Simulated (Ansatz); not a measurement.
# TiRe (Pm-3m): phonons along a line and the smearing

Wanted: frequencies of TiRe (Pm-3m) solved wavevector by wavevector at several smearings. The first relaxation steps of the session are not shown, so no cell shown is the starting entry, unless a step says so.

Program: Ansatz 0.2.0. Level of theory: DFT PBEsol, scalar-relativistic, plane waves, PAW. Results are calculated unless marked as measured.

### 1. The cell after earlier relaxation steps

It takes space group Pm-3m (No. 221, cubic). Conventional cell: a = 3.081 Å, b = 3.081 Å, c = 3.081 Å, α = 90.00°, β = 90.00°, γ = 90.00°. Ti has 8 Re at 2.67 Å nearest. Re has 8 Ti at 2.67 Å nearest. Farther neighbours are not listed.

### 2. Relaxation

Lattice constant and positions set the bands and the force constants, so the cell is relaxed first. Earlier relaxation steps are not shown.

input.yaml reads:

```yaml
crystal:
  lattice:
    - [3.0813157459, 0.0, 0.0]
    - [0.0, 3.0813157459, 0.0]
    - [0.0, 0.0, 3.0813157459]
  atoms:
    - { symbol: Ti, position: [0.5, 0.5, 0.5] }
    - { symbol: Re, position: [0.0, 0.0, 0.0] }
kpoints:
  mp_grid: { grid: [10, 10, 10] }
hamiltonian:
  xc: pbesol
scf:
  occupations: { method: gaussian, width: 0.1 }
output:
  forces: true
  stress: true
  eigenvalues: true
  write_density: true
  write_potential: true
  elf: true
  volumetric_format: npy
relax:
  adjacent_minimum: "off"
  f_tol: 0.005
  max_steps: 80
  cell: { stress_tol: 0.05 }
```

Command:

```bash
> ansatz run input.yaml --threads 4 --pin off --max-ram 8192MiB --backend cpu --events-out ev --progress --plain --runs-dir out
```

Numbers of over 12 decimals in the logs are rounded to 6 here.

The program printed:

```text
[the first part of the log is left out]
  E_xc         = -499.144387
  E_vxc        = -427.259613  (∫ρ·V_xc dr)
  E_paw        = -9553.868477  (= ΣΔE_a)
  E_vpaw       = -316.610984  (= ΣTr[D̂ρ^β])
  E_aug_tail   = 0.000037  (compensation charges beyond the density's cutoff)
  E_ewald      = -3118.717237
  E_core_change = 0.372646  (= ΣΔE_core)
  E_smearing   = -0.005301  (= −TS)
  E_closure    = 0.000000  (closes the sum)
  Σ components = -13211.937730   (vs F -13211.937730, Δ=0.00e0)
--- Forces (eV/Å), atoms counted from 1 ---
  atom   1  Ti    -0.00000000    -0.00000000    -0.00000000
  atom   2  Re     0.00000000     0.00000000     0.00000000
  max |Σ_I F_I| component: 4.00e-29 eV/Å
--- Stress (GPa, compression-positive) ---
       -0.001613       0.000000       0.000000
        0.000000      -0.001613      -0.000000
        0.000000       0.000000      -0.001613
  P = ⅓ Tr σ = -0.0016 GPa (-0.016 kbar)
--- Band table (eV; the first three rows and the last of 56) ---
  k-point 0: bands = ["-59.6269", "-36.2294", "-21.4576", "-21.4576", "-21.4576", "-12.5052", "-12.5052", "-12.5052", "11.7036", "15.0871", "15.0871", "19.4361", "19.4361", "19.4361", "22.4811", "22.4811", "24.4636", "24.4636"]
  k-point 1: bands = ["-59.6261", "-36.2278", "-21.4761", "-21.4547", "-21.4547", "-12.5319", "-12.5064", "-12.5064", "11.9278", "15.1987", "15.2616", "19.3969", "19.3969", "19.5271", "22.2293", "22.5694", "23.9129", "23.9129"]
  k-point 2: bands = ["-59.6239", "-36.2235", "-21.5243", "-21.4473", "-21.4473", "-12.6011", "-12.5096", "-12.5096", "12.5598", "15.5250", "15.7324", "19.3080", "19.3080", "19.7933", "21.5519", "22.8053", "22.8687", "22.8687"]
  k-point 55: bands = ["-59.6014", "-36.1635", "-21.6192", "-21.6192", "-21.6192", "-12.7275", "-12.7275", "-12.7275", "16.8695", "16.8695", "16.8695", "18.7955", "18.7955", "18.7955", "22.6846", "22.6846", "23.4074", "23.4074"]
--- Relaxed structure (3 steps of the walk, 2 accepted, 1 SCFs on fresh bases) ---
  F+E_penalty+E_count = -13211.93772995 eV   max|allowed force component| = 2.209e-29 eV/Å   (the final SCF, on the basis selected at the relaxed cell)
  cell:  # Å, volume = 29.3174 Å³
    - [3.083484, 0, 0.0]
    - [0, 3.083484, 0.0]
    - [0.0, 0.0, 3.083484]
  atoms:
    - { symbol: Ti, position: [0.500000, 0.500000, 0.500000] }
    - { symbol: Re, position: [0, 0, 0] }
```

Elapsed: 2.4 s, on 4 threads of Arm Neoverse V2, shared host; peak memory 0.34 GiB.

Little changed from the start: no atom moved by 0.005 Å and no cell edge by 0.1 %.

This step gave:

* pressure: -0.001613 GPa
* volume per atom: 14.66 Å³
* metallic on mesh: yes
* gap on the k-mesh: 0 eV

ELF in the ac plane at fractional y = 0.000, with atoms of Re within 0.2 Å of it. It is the smooth field of the valence electrons, not physical close to the nuclei.

Values, 16 rows by 16 columns:
```
0.43 0.56 0.71 0.68 0.44 0.22 0.23 0.37 0.46 0.37 0.23 0.22 0.44 0.68 0.71 0.56
0.67 0.71 0.74 0.64 0.39 0.23 0.28 0.41 0.48 0.41 0.28 0.23 0.39 0.64 0.74 0.71
0.68 0.68 0.64 0.50 0.32 0.27 0.34 0.45 0.50 0.45 0.34 0.27 0.32 0.50 0.64 0.68
0.45 0.44 0.39 0.32 0.29 0.33 0.40 0.46 0.49 0.46 0.40 0.33 0.29 0.32 0.39 0.44
0.21 0.22 0.23 0.27 0.33 0.39 0.42 0.44 0.44 0.44 0.42 0.39 0.33 0.27 0.23 0.22
0.21 0.23 0.28 0.34 0.40 0.42 0.41 0.38 0.36 0.38 0.41 0.42 0.40 0.34 0.28 0.23
0.36 0.37 0.41 0.45 0.46 0.44 0.38 0.32 0.29 0.32 0.38 0.44 0.46 0.45 0.41 0.37
0.45 0.46 0.48 0.50 0.49 0.44 0.36 0.29 0.26 0.29 0.36 0.44 0.49 0.50 0.48 0.46
0.36 0.37 0.41 0.45 0.46 0.44 0.38 0.32 0.29 0.32 0.38 0.44 0.46 0.45 0.41 0.37
0.21 0.23 0.28 0.34 0.40 0.42 0.41 0.38 0.36 0.38 0.41 0.42 0.40 0.34 0.28 0.23
0.21 0.22 0.23 0.27 0.33 0.39 0.42 0.44 0.44 0.44 0.42 0.39 0.33 0.27 0.23 0.22
0.45 0.44 0.39 0.32 0.29 0.33 0.40 0.46 0.49 0.46 0.40 0.33 0.29 0.32 0.39 0.44
0.68 0.68 0.64 0.50 0.32 0.27 0.34 0.45 0.50 0.45 0.34 0.27 0.32 0.50 0.64 0.68
0.67 0.71 0.74 0.64 0.39 0.23 0.28 0.41 0.48 0.41 0.28 0.23 0.39 0.64 0.74 0.71
0.43 0.56 0.71 0.68 0.44 0.22 0.23 0.37 0.46 0.37 0.23 0.22 0.44 0.68 0.71 0.56
0.24 0.43 0.67 0.68 0.45 0.21 0.21 0.36 0.45 0.36 0.21 0.21 0.45 0.68 0.67 0.43
```
Columns run along a (3.1 Å), rows up along c (3.1 Å). Atoms in or near the plane, at fractional coordinates: Re at (0.00, 0.00).

Valence density in the ac plane at fractional y = 0.000, with atoms of Re within 0.2 Å of it. It is the smooth field of the valence electrons, not physical close to the nuclei.

Values in e/Å³, 16 rows by 16 columns:
```
6.8 6.9 6.1 3.8 1.7 0.7 0.4 0.3 0.3 0.3 0.4 0.7 1.7 3.8 6.1 6.9
6.4 6.1 4.8 2.8 1.3 0.6 0.4 0.3 0.3 0.3 0.4 0.6 1.3 2.8 4.8 6.1
4.2 3.8 2.8 1.7 0.8 0.5 0.3 0.3 0.3 0.3 0.3 0.5 0.8 1.7 2.8 3.8
1.9 1.7 1.3 0.8 0.5 0.4 0.3 0.3 0.3 0.3 0.3 0.4 0.5 0.8 1.3 1.7
0.8 0.7 0.6 0.5 0.4 0.3 0.3 0.2 0.2 0.2 0.3 0.3 0.4 0.5 0.6 0.7
0.4 0.4 0.4 0.3 0.3 0.3 0.2 0.2 0.2 0.2 0.2 0.3 0.3 0.3 0.4 0.4
0.3 0.3 0.3 0.3 0.3 0.2 0.2 0.2 0.2 0.2 0.2 0.2 0.3 0.3 0.3 0.3
0.3 0.3 0.3 0.3 0.3 0.2 0.2 0.2 0.2 0.2 0.2 0.2 0.3 0.3 0.3 0.3
0.3 0.3 0.3 0.3 0.3 0.2 0.2 0.2 0.2 0.2 0.2 0.2 0.3 0.3 0.3 0.3
0.4 0.4 0.4 0.3 0.3 0.3 0.2 0.2 0.2 0.2 0.2 0.3 0.3 0.3 0.4 0.4
0.8 0.7 0.6 0.5 0.4 0.3 0.3 0.2 0.2 0.2 0.3 0.3 0.4 0.5 0.6 0.7
1.9 1.7 1.3 0.8 0.5 0.4 0.3 0.3 0.3 0.3 0.3 0.4 0.5 0.8 1.3 1.7
4.2 3.8 2.8 1.7 0.8 0.5 0.3 0.3 0.3 0.3 0.3 0.5 0.8 1.7 2.8 3.8
6.4 6.1 4.8 2.8 1.3 0.6 0.4 0.3 0.3 0.3 0.4 0.6 1.3 2.8 4.8 6.1
6.8 6.9 6.1 3.8 1.7 0.7 0.4 0.3 0.3 0.3 0.4 0.7 1.7 3.8 6.1 6.9
6.4 6.8 6.4 4.2 1.9 0.8 0.4 0.3 0.3 0.3 0.4 0.8 1.9 4.2 6.4 6.8
```
Columns run along a (3.1 Å), rows up along c (3.1 Å). Atoms in or near the plane, at fractional coordinates: Re at (0.00, 0.00).

Electrostatic potential energy in the ac plane at fractional y = 0.000, with atoms of Re within 0.2 Å of it. With pseudopotentials it is smooth inside the atoms' cores, unlike the true potential.

Values in eV, 16 rows by 16 columns:
```
-57 -57 -48 -36 -16   5  15  19  21  19  15   5 -16 -36 -48 -57
-51 -48 -41 -28  -8   9  16  20  21  20  16   9  -8 -28 -41 -48
-39 -36 -28 -13   4  13  18  20  21  20  18  13   4 -13 -28 -36
-19 -16  -8   4  12  17  19  21  21  21  19  17  12   4  -8 -16
  3   5   9  13  17  19  20  21  21  21  20  19  17  13   9   5
 15  15  16  18  19  20  21  21  21  21  21  20  19  18  16  15
 19  19  20  20  21  21  21  21  21  21  21  21  21  20  20  19
 20  21  21  21  21  21  21  21  21  21  21  21  21  21  21  21
 19  19  20  20  21  21  21  21  21  21  21  21  21  20  20  19
 15  15  16  18  19  20  21  21  21  21  21  20  19  18  16  15
  3   5   9  13  17  19  20  21  21  21  20  19  17  13   9   5
-19 -16  -8   4  12  17  19  21  21  21  19  17  12   4  -8 -16
-39 -36 -28 -13   4  13  18  20  21  20  18  13   4 -13 -28 -36
-51 -48 -41 -28  -8   9  16  20  21  20  16   9  -8 -28 -41 -48
-57 -57 -48 -36 -16   5  15  19  21  19  15   5 -16 -36 -48 -57
-57 -57 -51 -39 -19   3  15  19  20  19  15   3 -19 -39 -51 -57
```
Columns run along a (3.1 Å; values clipped at the 3rd and 97th percentile), rows up along c (3.1 Å). Atoms in or near the plane, at fractional coordinates: Re at (0.00, 0.00).

The largest force is now zero by symmetry and the largest stress component 0.0016 GPa, small enough for phonons.

### 3. Phonons along a line: Fermi–Dirac smearing of 0.1 eV

The smearing blurs the Fermi surface that screens the phonons; a Fermi–Dirac width is an electronic temperature.

input.yaml reads:

```yaml
crystal:
  lattice:
    - [3.083483524, 0.0, 0.0]
    - [0.0, 3.083483524, 0.0]
    - [0.0, 0.0, 3.083483524]
  atoms:
    - { symbol: Ti, position: [0.5, 0.5, 0.5] }
    - { symbol: Re, position: [0.0, 0.0, 0.0] }
kpoints:
  mp_grid: { grid: [16, 16, 16] }
hamiltonian:
  xc: pbesol
scf:
  occupations: { method: fermi_dirac, width: 0.1 }
output:
  eigenvalues: true
phonons:
  method: dfpt
  qpoints:
    - [0, 0, 0]
    - [0.0, 0.0625, 0.0]
    - [0.0, 0.1875, 0.0]
    - [0.0, 0.3125, 0.0]
    - [0.0, 0.4375, 0.0]
```

The program printed:

```text
[...]
Crystal: 2 atoms, lattice volume = 29.317 Å³
Basis set: ecut = 420 eV, 587 PW (Γ), exchange–correlation on 48×48×48 points (8 copies of the dense FFT grid, shifted against one another)
Bands: 18, of which v1, the nominal top of the filled ones, is band 14 counted from 1 (13 counted from 0)
Symmetry: 48 space group operations
k-points: 165 of 4096
[...]
SCF iter   1: F=—  HF=-13211.960750 eV  |F-HF|=—  |Δ(HF+E_count)|=         —  Δρ=9.34e-3  dr2=3.29e-2  ethr=1.77e-3  ⟨swp⟩=4.6  Hψ=12230  notcnv=0
[...]
SCF iter   8: F=-13211.957241 eV  HF=-13211.957241 eV  |F-HF|=3.64e-12  |Δ(HF+E_count)|=  6.18e-11  Δρ=7.03e-8  dr2=4.38e-13  ethr=1.00e-12  ⟨swp⟩=5.7  Hψ=12063  notcnv=0
the search or the solves at the SCF's close seem to have found levels that the self-consistency loop had missed (the run counts 1). By its estimate they hold under 1e-12 electrons; where the run keeps them, the occupations were computed again with them
SCF 1 converged in 8 iterations: F = -13211.957241 eV  dr2 = 4.38e-13
[...]
NSCF: frozen V_eff on 165 k-points
[...]
DFPT response loops at q = (0, 0, 0) (fractional): preconditioner auto → Kerker (q_TF=auto, 2.691 Å⁻¹) (partly filled bands, converged f_vac=0.000); β = 1.00, the filter's whole step (`scf.mixing.beta` (0.50) is not read by the response loops under this deck's `scf.mixing.preconditioner`; to damp them name `kerker` or `kerker_dos`, under which they read `scf.mixing.beta`, and type it under 1.00, their step now; both keys bind the ground state too); Broyden in place of MSR1
[...]
SCF converged after 8 iterations
Free energy (F): -13211.957241 eV
[...]
Internal energy: -13211.905951 eV  (E = F + TS)
E sigma→0 (E₀):  -13211.931596 eV
Entropy (-TS):   -0.051290 eV (-25.645 meV/atom)
Fermi energy:    19.483822 eV
[...]
--- Band table (eV; the first three rows and the last of 165) ---
  k-point 0: bands = [... 10 lower, 15.0886, 19.4360, 19.4360, 19.4360, 22.4761, 22.4761, 24.4581, 24.4581]
  k-point 1: bands = [... 10 lower, 15.1578, 19.4201, 19.4201, 19.4717, 22.3760, 22.5111, 24.2214, 24.2214]
  k-point 2: bands = [... 10 lower, 15.3575, 19.3773, 19.3773, 19.5778, 22.0888, 22.6120, 23.6606, 23.6606]
  k-point 164: bands = [... 10 lower, 16.8721, 18.7906, 18.7906, 18.7906, 22.6914, 22.6914, 23.3961, 23.3961]
--- Phonons (Γ-DFPT): 2 representative perturbations + reference (Σ response iterations 6) ---
  ASR residual: 1.613e-4 → 0.000e0 eV/Å²; symmetrization residual: 1.550e-6 eV/Å²
  ASR residual per site (eV/Å²): 1.61e-4 1.33e-4
  Γ frequencies (cm⁻¹): 0.00 0.00 0.00 276.65 276.65 276.65
  non-analytic LO–TO correction: not included (Born effective charges unavailable; polar crystals: no LO–TO splitting at Γ)
--- Phonons (arbitrary-q DFPT): 5 explicit q-points ---
  q = [0, 0, 0] (of the zone-centre solve; hermiticity 2.89e-7, symmetrization 5.34e-13): -0.00 0.00 0.00 276.65 276.65 276.65
  q = [0, 0.0625, 0] (4 solved perturbations in 4032 linear systems a pass and spin channel, the states on 1296 of 4096 k-point pairs; hermiticity 1.88e-7, symmetrization 5.87e-11): 16.22 16.22 35.83 274.99 274.99 279.92
[...]
sum rule: each row above includes the acoustic sum rule's correction from the zone centre's row sums; it moved no ω² by more than (0.96 cm⁻¹)²
```

Wall time 3.6 min (4 threads); peak memory 1.9 GiB; 14 min of CPU time.

The column dr2 measures how far the density is from self-consistency, as an energy; F and HF (Harris–Foulkes) agree once it is small.

Each wavevector solved by linear response. Table of frequency by |q| along the line:

```
|q| along the line (Å⁻¹)  mode 1 = mode 2 (cm⁻¹)  mode 3 (cm⁻¹)  mode 4 = mode 5 (cm⁻¹)  mode 6 (cm⁻¹)
                   0.000                       0              0                     277            277
                   0.127                    16.2           35.8                     275            280
                   0.382                    49.3            101                     258            293
                   0.637                    82.4            143                     227            312
                   0.891                     112            164                     198            335
```

### 4. Phonons along a line: Fermi–Dirac smearing of 0.25 eV

Each wavevector is solved by itself, so no interpolation smooths a dip of the branch.

Edit input.yaml of step 3 so:

```diff
@@ -13,3 +13,3 @@
 scf:
-  occupations: { method: fermi_dirac, width: 0.1 }
+  occupations: { method: fermi_dirac, width: 0.25 }
 output:
```

Wider smearing eases the sum over k-points of a metal but moves the result away from its zero-temperature value.

The program printed:

```text
band count auto-derived: 19 (N_el = 27.0; filled up to band 14; 18 by the electrons, moments and atoms)
[...]
Crystal: 2 atoms, lattice volume = 29.317 Å³
Basis set: ecut = 420 eV, 587 PW (Γ), exchange–correlation on 48×48×48 points (8 copies of the dense FFT grid, shifted against one another)
Bands: 19, of which v1, the nominal top of the filled ones, is band 14 counted from 1 (13 counted from 0)
Symmetry: 48 space group operations
k-points: 165 of 4096
[...]
SCF iter   1: F=—  HF=-13212.099172 eV  |F-HF|=—  |Δ(HF+E_count)|=         —  Δρ=9.67e-3  dr2=3.62e-2  ethr=1.77e-3  ⟨swp⟩=4.9  Hψ=12672  notcnv=0
[...]
SCF iter   8: F=-13212.095213 eV  HF=-13212.095213 eV  |F-HF|=3.64e-12  |Δ(HF+E_count)|=  1.09e-11  Δρ=5.57e-8  dr2=1.35e-12  ethr=1.00e-12  ⟨swp⟩=4.0  Hψ=12386  notcnv=0
[...]
SCF 1 converged in 8 iterations: F = -13212.095213 eV  dr2 = 1.35e-12
[...]
SCF converged after 8 iterations
Free energy (F): -13212.095213 eV
[...]
Internal energy: -13211.767239 eV  (E = F + TS)
E sigma→0 (E₀):  -13211.931226 eV
Entropy (-TS):   -0.327974 eV (-163.987 meV/atom)
Fermi energy:    19.588899 eV
[...]
--- Band table (eV; the first three rows and the last of 165) ---
  k-point 0: bands = [... 10 lower, 15.0883, 19.4348, 19.4348, 19.4348, 22.4731, 22.4731, 24.4547, 24.4547, ... 1 higher]
  k-point 1: bands = [... 10 lower, 15.1575, 19.4189, 19.4189, 19.4704, 22.3731, 22.5082, 24.2180, 24.2180, ... 1 higher]
  k-point 2: bands = [... 10 lower, 15.3572, 19.3763, 19.3763, 19.5766, 22.0859, 22.6090, 23.6574, 23.6574, ... 1 higher]
  k-point 164: bands = [... 10 lower, 16.8723, 18.7880, 18.7880, 18.7880, 22.6924, 22.6924, 23.3908, 23.3908, ... 1 higher]
[...]
ASR residual: 4.708e-3 → 0.000e0 eV/Å²; symmetrization residual: 3.108e-6 eV/Å²
  ASR residual per site (eV/Å²): 4.71e-3 3.02e-3
  Γ frequencies (cm⁻¹): 0.00 0.00 0.00 270.14 270.14 270.14
[...]
--- Phonons (arbitrary-q DFPT): 5 explicit q-points ---
[...]
```

It took 3.9 min on 4 threads; peak memory 2 GiB; 15 min of CPU time.

Each wavevector solved by linear response. The frequency by |q| along the line:

```
|q| along the line (Å⁻¹)  mode 1 = mode 2 (cm⁻¹)  mode 3 (cm⁻¹)  mode 4 = mode 5 (cm⁻¹)  mode 6 (cm⁻¹)
                   0.000                       0              0                     270            270
                   0.127                    17.1           35.9                     268            272
                   0.382                    51.5           99.6                     252            286
                   0.637                    86.2            141                     225            312
                   0.891                     116            162                     200            335
```

Against step 3 (now smearing width 0.25 eV), the free energy moves by -69.0 meV an atom.

### 5. Wavevectors along a line: Fermi–Dirac smearing of 0.04 eV

Each wavevector is solved by itself, so no interpolation smooths a dip of the branch.

Edit input.yaml of step 4 so:

```diff
@@ -13,3 +13,3 @@
 scf:
-  occupations: { method: fermi_dirac, width: 0.25 }
+  occupations: { method: fermi_dirac, width: 0.04 }
 output:
```

Narrower smearing comes nearer the zero-temperature value but asks more of the mesh.

The program printed:

```text
[...]
Crystal: 2 atoms, lattice volume = 29.317 Å³
Basis set: ecut = 420 eV, 587 PW (Γ), exchange–correlation on 48×48×48 points (8 copies of the dense FFT grid, shifted against one another)
Bands: 18, of which v1, the nominal top of the filled ones, is band 14 counted from 1 (13 counted from 0)
Symmetry: 48 space group operations
k-points: 165 of 4096
[...]
SCF iter   1: F=—  HF=-13211.939655 eV  |F-HF|=—  |Δ(HF+E_count)|=         —  Δρ=9.24e-3  dr2=3.14e-2  ethr=1.77e-3  ⟨swp⟩=4.8  Hψ=12450  notcnv=0
[...]
SCF iter   8: F=-13211.936259 eV  HF=-13211.936259 eV  |F-HF|=9.09e-12  |Δ(HF+E_count)|=  6.37e-11  Δρ=7.00e-8  dr2=4.80e-13  ethr=1.00e-12  ⟨swp⟩=5.9  Hψ=12029  notcnv=0
[...]
SCF 1 converged in 8 iterations: F = -13211.936259 eV  dr2 = 4.80e-13
[...]
SCF converged after 8 iterations
Free energy (F): -13211.936259 eV
[...]
Internal energy: -13211.928525 eV  (E = F + TS)
E sigma→0 (E₀):  -13211.932392 eV
Entropy (-TS):   -0.007734 eV (-3.867 meV/atom)
Fermi energy:    19.461477 eV
[...]
--- Band table (eV; the first three rows and the last of 165) ---
  k-point 0: bands = [... 10 lower, 15.0893, 19.4386, 19.4386, 19.4386, 22.4792, 22.4792, 24.4622, 24.4622]
  k-point 1: bands = [... 10 lower, 15.1584, 19.4227, 19.4227, 19.4742, 22.3791, 22.5143, 24.2253, 24.2253]
  k-point 2: bands = [... 10 lower, 15.3581, 19.3798, 19.3798, 19.5803, 22.0918, 22.6152, 23.6642, 23.6642]
  k-point 164: bands = [... 10 lower, 16.8733, 18.7928, 18.7928, 18.7928, 22.6927, 22.6927, 23.4007, 23.4007]
[...]
ASR residual: 1.184e-4 → 0.000e0 eV/Å²; symmetrization residual: 1.515e-6 eV/Å²
  ASR residual per site (eV/Å²): 5.38e-5 1.18e-4
  Γ frequencies (cm⁻¹): 0.00 0.00 0.00 278.39 278.39 278.39
[...]
--- Phonons (arbitrary-q DFPT): 5 explicit q-points ---
[...]
```

Wall time 3.5 min (4 threads); peak memory 1.9 GiB; 14 min of CPU time.

[end of part 1 of 2]

[Logs are printed without paths, hosts, clocks, repeated set-up lines and the standing remarks that a program may print on its own settings, such as how far it seeks lower states.]

[Hosts, paths, dates, database ids (printed as entryN), source tags and the programs' standing remarks are cut or masked in the printed files.]
